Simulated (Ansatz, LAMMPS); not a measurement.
# Static equation of state of amorphous HfO2 (66 atoms)

Density of this cell: 9.09 g/cm³. The cell holds 66 atoms: 22 Hf and 44 O. Its edges and angles: a = 9.303 Å, b = 9.647 Å, c = 9.440 Å, α = 87.5°, β = 90.5°, γ = 92.4°. The starting structure: 66 atoms (22 Zr, 44 O) placed at random at 5.13 g/cm³, melted at 5000 K for 10 ps at fixed volume with the Morse and Coulomb pair potential with partial charges (Pedone, Malavasi, Menziani, Cormack and Segre, J. Phys. Chem. B 110, 11780 (2006)). Quenched from 5000 K to 300 K at 5 K/ps and fixed volume, held 10 ps at zero pressure, then minimised at fixed cell. Then Zr was replaced by Hf and the cell scaled by 1.008 (the potential has no terms for the new elements, so the cell is a start for a DFT relaxation).

Calculated with Ansatz 0.2.0: Kohn-Sham DFT, PBE, PAW (set soft_1), plane waves; cutoff 420 eV, Γ point, fixed occupations. Cell and atoms were relaxed first, to V0 = 12.812 Å³ an atom at a residual P0 = -0.015 GPa. The cell was then scaled evenly, and the atoms were relaxed at each volume.

| volume (Å³/atom) | pressure (GPa) |
| --- | --- |
| 11.531 | 16.30 |
| 12.043 | ? |
| 12.428 | 4.028 |
| 13.196 | -3.418 |
| 13.581 | -5.373 |

**Question.** Fit the third-order Birch–Murnaghan equation to the rows given and interpolate to the withheld row.

**Working.**

Take the Eulerian strain f = ½[(V0/V)^(2/3) − 1] and the normalised pressure F = (P − P0) / [3f(1 + 2f)^(5/2)]. The third-order Birch–Murnaghan equation is then the line F = B0 + (3/2)B0(B′ − 4) f, so u = f and v = F.

| u = f | v = F (GPa) |
| --- | --- |
| 0.0363826 | 125.405 |
| 0.0102568 | 124.877 |
| -0.00975670 | 122.136 |
| -0.0190505 | 103.320 |

With n = 4: mean u = 0.00445806, mean v = 118.935, Σ(u − ū)² = 0.0018075, Σ(u − ū)(v − v̄) = 0.56260. Slope b = 0.56260 / 0.0018075 = 311.26; intercept a = v̄ − b ū = 117.55.

So B0 = a = 118 GPa and B′ = 4 + 2b/(3a) = 5.77. At the withheld volume f = 0.02106, F = a + b f = 124.1 GPa, and P = P0 + 3f(1 + 2f)^(5/2) F.

Prediction at 12.043: 8.676 GPa. The run gave 9.233 GPa, so the fit is low by 0.56 GPa (6.0 % of the value).

The series isn't one smooth equation of state: even a line fitted to all rows, the withheld one included, misses F by up to 8.2 %, the count of bonds changes along the series and an atom moves over 0.5 Å in some relaxation. B0 and B′ are then only the numbers of this fit, not moduli of the material. Among the rows given, the largest miss of the fit is at 11.531, by 0.45 GPa (2.1 % of the range of the table).

Limits: Static cells at zero temperature; the cell shape is held. The program notes that the SCF threshold of these relaxations is loose for the stress. The quench rate of 5 K/ps is many orders above laboratory rates, so the cell is likely richer in defects and strain than a real sample. The network of bonds at the start is that of the classical potential that made the cell, and needn't be the one that DFT or experiment would give. Only the Γ point is sampled, in a cell whose shortest periodic width is 9 Å.

[Hosts, paths, dates, database ids (printed as entryN), source tags and the programs' standing remarks are cut or masked in the printed files.]
